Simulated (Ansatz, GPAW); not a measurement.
# BAs (110), 5 units in an electric field, part 2 of 2

How does BAs (110), 5 units screen a perpendicular field?

GPAW 26.7.0 and Ansatz 0.2.0; Ansatz plane waves; layer without images along its normal, relaxation of atoms and in-plane cell (the session's first sound run).

So far, dipole along the normal (e·Å): step 3 (the slab's potential) 3.9e-5; step 4 (field on) -0.159; step 5 (In a field) -0.0795.

### Step 6. In a field

run.py reads:

```python
import json
import numpy as np
from ase import Atoms
from gpaw import GPAW, PW
from gpaw.external import ConstantElectricField

slab = Atoms(
    ['B', 'As', 'B', 'As', 'B', 'As', 'B', 'As', 'B', 'As'],
    positions=[
        [1.68541, 2.64487, 7.55725],
        [-0.00000, 3.65010, 7.00000],
        [-0.00000, -0.07821, 8.85368],
        [1.68541, 1.11392, 8.86035],
        [1.68541, 2.35744, 10.56845],
        [-0.00000, 3.56869, 10.56845],
        [-0.00000, -0.07821, 12.28322],
        [1.68541, 1.11392, 12.27656],
        [1.68541, 2.64487, 13.57966],
        [-0.00000, 3.65010, 14.13691]],
    cell=[[3.37082, 0.0, 0.0], [0.0, 4.84412, 0.0], [0.0, 0.0, 21.1369]],
    pbc=[True, True, False])

slab.calc = GPAW(mode=PW(500), xc='PBE', kpts={'size': (8, 6, 1), 'gamma': True},
                 occupations={'name': 'fermi-dirac', 'width': 0.05}, nbands='140%',
                 convergence={'density': 1e-05}, maxiter=200,
                 poissonsolver={'dipolelayer': 'xy'},
                 external=ConstantElectricField(-0.05, [0, 0, 1]),
                 symmetry={'tolerance': 1e-3}, txt='slab.txt')
result = {}
energy = slab.get_potential_energy()
fermi = slab.calc.get_fermi_level()
v = slab.calc.get_electrostatic_potential().mean((0, 1)) - fermi
n = slab.calc.get_pseudo_density().mean((0, 1))
L = slab.cell[2, 2]
z = np.arange(len(v)) * L / len(v)
low, high = slab.positions[:, 2].min(), slab.positions[:, 2].max()
below, above = np.interp([low - 4.8, high + 4.8], z, v)
slopes = [np.interp(x, z, np.gradient(v, z)) for x in (low - 4.8, high + 4.8)]
eps = np.array([[slab.calc.get_eigenvalues(k, s) for k in range(len(slab.calc.get_ibz_k_points()))]
                for s in range(slab.calc.get_number_of_spins())]) - fermi
top, bottom = eps[eps < 0].max(), eps[eps > 0].min()
dipole = slab.get_dipole_moment()[2]
print(f'energy {energy:.4f} eV, Fermi level {fermi:.4f} eV, dipole {dipole:.5f} e A')
print(f'potential 4.8 A off the faces, from the Fermi level: lower {below:.4f} eV, upper {above:.4f} eV')
print(f'slope of the potential there: lower {slopes[0]:.5f}, upper {slopes[1]:.5f} eV/A')
print(f'nearest levels on the mesh: {top:.4f} and {bottom:.4f} eV')
print('magnetic moment', round(slab.get_magnetic_moment(), 3))
result.update(energy=energy, fermi=fermi, dipole=dipole, below=below, above=above, slopes=slopes, edges=[top, bottom],
              z=z.tolist(), v=v.tolist(), n=n.tolist(), positions=slab.positions.tolist(),
              forces=slab.get_forces(apply_constraint=False).tolist(), moments=slab.get_magnetic_moments().tolist())
json.dump(result, open('result.json', 'w'))
```

Run with:

```sh
> OMP_NUM_THREADS=1 OPENBLAS_NUM_THREADS=2 python run.py
```

It took 99 s on 2 threads of AMD EPYC 7R32 (Zen 2), shared host; peak memory 0.44 GiB.

The electrostatic potential energy of an electron (without an applied field's), less the Fermi level, planar mean by z:

```
z (Å)  electrostatic potential energy of an electron (without an applied field's), less the Fermi level, planar mean (eV)
  0.0                                                                                                                4.95
  0.5                                                                                                                4.73
  1.0                                                                                                                4.73
  1.5                                                                                                                4.73
  2.0                                                                                                                4.73
  2.5                                                                                                                4.73
  3.0                                                                                                                4.73
  3.5                                                                                                                4.73
  4.0                                                                                                                4.73
  4.5                                                                                                                4.71
  5.0                                                                                                                4.62
  5.5                                                                                                                4.28
  6.0                                                                                                                2.87
  6.5                                                                                                               -2.17
  7.0                                                                                                               -9.96
  7.5                                                                                                               -8.56
  8.0                                                                                                               -3.29
  8.5                                                                                                               -8.73
  9.0                                                                                                               -13.4
  9.5                                                                                                               -3.48
 10.0                                                                                                               -4.38
 10.5                                                                                                               -14.3
 11.0                                                                                                               -6.87
 11.5                                                                                                               -2.34
 12.0                                                                                                               -10.3
 12.5                                                                                                               -11.7
 13.0                                                                                                               -3.22
 13.5                                                                                                               -6.80
 14.0                                                                                                               -9.97
 14.5                                                                                                               -4.22
 15.0                                                                                                                2.44
 15.5                                                                                                                4.48
 16.0                                                                                                                5.00
 16.5                                                                                                                5.13
 17.0                                                                                                                5.16
 17.5                                                                                                                5.17
 18.0                                                                                                                5.17
 18.5                                                                                                                5.17
 19.0                                                                                                                5.18
 19.5                                                                                                                5.18
 20.0                                                                                                                5.18
 20.5                                                                                                                5.18
 21.0                                                                                                                5.04
```

### Step 7. Field on

run.py, as its differences from that of step 6:

```diff
@@ -26,3 +26,3 @@
                  poissonsolver={'dipolelayer': 'xy'},
-                 external=ConstantElectricField(-0.05, [0, 0, 1]),
+                 external=ConstantElectricField(0.05, [0, 0, 1]),
                  symmetry={'tolerance': 1e-3}, txt='slab.txt')
```

Wall time 97 s (2 threads); peak memory 0.44 GiB.

### Step 8. In a field

run.py, as its differences from that of step 7:

```diff
@@ -26,3 +26,3 @@
                  poissonsolver={'dipolelayer': 'xy'},
-                 external=ConstantElectricField(0.05, [0, 0, 1]),
+                 external=ConstantElectricField(0.1, [0, 0, 1]),
                  symmetry={'tolerance': 1e-3}, txt='slab.txt')
```

The job ended after 98 s (2 threads; peak memory 0.44 GiB).

The dipole is now 0.0795 e Å, against 3.9e-5 in the run without a field.

### Step 9. In a field

run.py, as its differences from that of step 8:

```diff
@@ -26,3 +26,3 @@
                  poissonsolver={'dipolelayer': 'xy'},
-                 external=ConstantElectricField(0.1, [0, 0, 1]),
+                 external=ConstantElectricField(0.2, [0, 0, 1]),
                  symmetry={'tolerance': 1e-3}, txt='slab.txt')
```

It took 1.8 min on 2 threads; peak memory 0.44 GiB.

The electrostatic potential energy of an electron (without an applied field's), less the Fermi level, planar mean oscillates, so the rows of the table below give means over windows of 1.7 Å about each position, cut where the curve ends. Its maxima inside the range that stand out by 2 % of the span (Å: eV): 1.7: 5.84, 8.0: -2.61, 9.7: -2.05, 11.4: -2.36, 13.1: -3.55. Its minima: 7.1: -9.50, 8.9: -14.4, 10.6: -14.8, 12.3: -15.1, 14.1: -10.8.

Table of electrostatic potential energy of an electron (without an applied field's), less the Fermi level, planar mean by z; means over each step:

z (Å), electrostatic potential energy of an electron (without an applied field's), less the Fermi level, planar mean (eV) and a bar from the least value:
```
     0.85        5.7 ##############################
     2.55        5.8 ##############################
     4.25        5.8 ##############################
     5.95        2.5 #######################
     7.65       -6.4 #####
     9.35       -7.5 ##
    11.05       -7.8 ##
    12.75       -8.5 
    14.45       -4.9 ########
    16.15        3.8 ##########################
    17.85        4.1 ##########################
    19.55        4.1 ##########################
```

The dipole is now 0.159 e Å, against 3.9e-5 in the run without a field.

### Step 10. In a field

run.py, as its differences from that of step 9:

```diff
@@ -26,3 +26,3 @@
                  poissonsolver={'dipolelayer': 'xy'},
-                 external=ConstantElectricField(0.2, [0, 0, 1]),
+                 external=ConstantElectricField(0.3, [0, 0, 1]),
                  symmetry={'tolerance': 1e-3}, txt='slab.txt')
```

It took 98 s on 2 threads; peak memory 0.44 GiB.

The electrostatic potential energy of an electron (without an applied field's), less the Fermi level, planar mean by z:

```
z (Å)  electrostatic potential energy of an electron (without an applied field's), less the Fermi level, planar mean (eV)
  0.0                                                                                                                4.97
  0.5                                                                                                                6.30
  1.0                                                                                                                6.30
  1.5                                                                                                                6.30
  2.0                                                                                                                6.30
  2.5                                                                                                                6.30
  3.0                                                                                                                6.30
  3.5                                                                                                                6.29
  4.0                                                                                                                6.29
  4.5                                                                                                                6.26
  5.0                                                                                                                6.16
  5.5                                                                                                                5.78
  6.0                                                                                                                4.30
  6.5                                                                                                              -0.850
  7.0                                                                                                               -8.79
  7.5                                                                                                               -7.55
  8.0                                                                                                               -2.44
  8.5                                                                                                               -8.06
  9.0                                                                                                               -12.9
  9.5                                                                                                               -3.13
 10.0                                                                                                               -4.19
 10.5                                                                                                               -14.3
 11.0                                                                                                               -7.00
 11.5                                                                                                               -2.63
 12.0                                                                                                               -10.7
 12.5                                                                                                               -12.3
 13.0                                                                                                               -3.99
 13.5                                                                                                               -7.74
 14.0                                                                                                               -11.1
 14.5                                                                                                               -5.48
 15.0                                                                                                                1.06
 15.5                                                                                                                3.02
 16.0                                                                                                                3.50
 16.5                                                                                                                3.62
 17.0                                                                                                                3.64
 17.5                                                                                                                3.65
 18.0                                                                                                                3.65
 18.5                                                                                                                3.65
 19.0                                                                                                                3.65
 19.5                                                                                                                3.65
 20.0                                                                                                                3.65
 20.5                                                                                                                3.65
 21.0                                                                                                                4.45
```

The dipole is now 0.239 e Å, against 3.9e-5 in the run without a field.

### Step 11. The series

The members are put on one axis.

This step: induced dipole against applied field (GPAW 26.7.0).

The dipole along the normal by field:

```
field (V/Å)  dipole along the normal (e·Å)
     -0.200                         -0.159
     -0.100                        -0.0795
     -0.050                        -0.0398
      0.000                         3.9e-5
      0.050                         0.0398
      0.100                         0.0795
      0.200                          0.159
      0.300                          0.239
```

### Step 12. Outcome

```json
{
  "work function, both faces (Fermi level placed in the gap by the smearing)": "4.95 eV",
  "ionisation energy from the upper face (highest filled level on the mesh)": "5.13 eV",
  "electron affinity from the upper face (lowest empty Kohn-Sham level on the mesh)": "4.72 eV",
  "dipole along the normal": "3.9e-5 e Å, near the numerical noise",
  "induced dipole per field": "0.795 e Å per V/Å",
  "out-of-plane polarisability per area, α/(ε0 A)": "8.82 Å"
}
```

**Reading.** The field induces 0.795 e Å per V/Å, a polarisable thickness α/(ε0 A) of 8.82 Å beside 7.14 Å between the outermost nuclei. A perfect conductor would give the distance between its two image planes; a dielectric of thickness t gives t(1 - 1/ε). The levels nearest the Fermi level on the mesh lie 0.412 eV apart, so the slab is gapped there: the smearing puts the Fermi level inside the gap, and from either face the ionisation energy is the work function plus 0.18 eV. Both are Kohn-Sham levels on the mesh, and semilocal gaps are too small, so the affinity tends to come out too large and the ionisation energy too small. The induced dipole is linear in the field over this range. The layer's cell and atoms come from the relaxation; spin-orbit coupling and temperature are left out.

[Logs are printed without paths, hosts, clocks, repeated set-up lines and the standing remarks that a program may print on its own settings, such as how far it seeks lower states.]

[Hosts, paths, dates, database ids (printed as entryN), source tags and the programs' standing remarks are cut or masked in the printed files.]
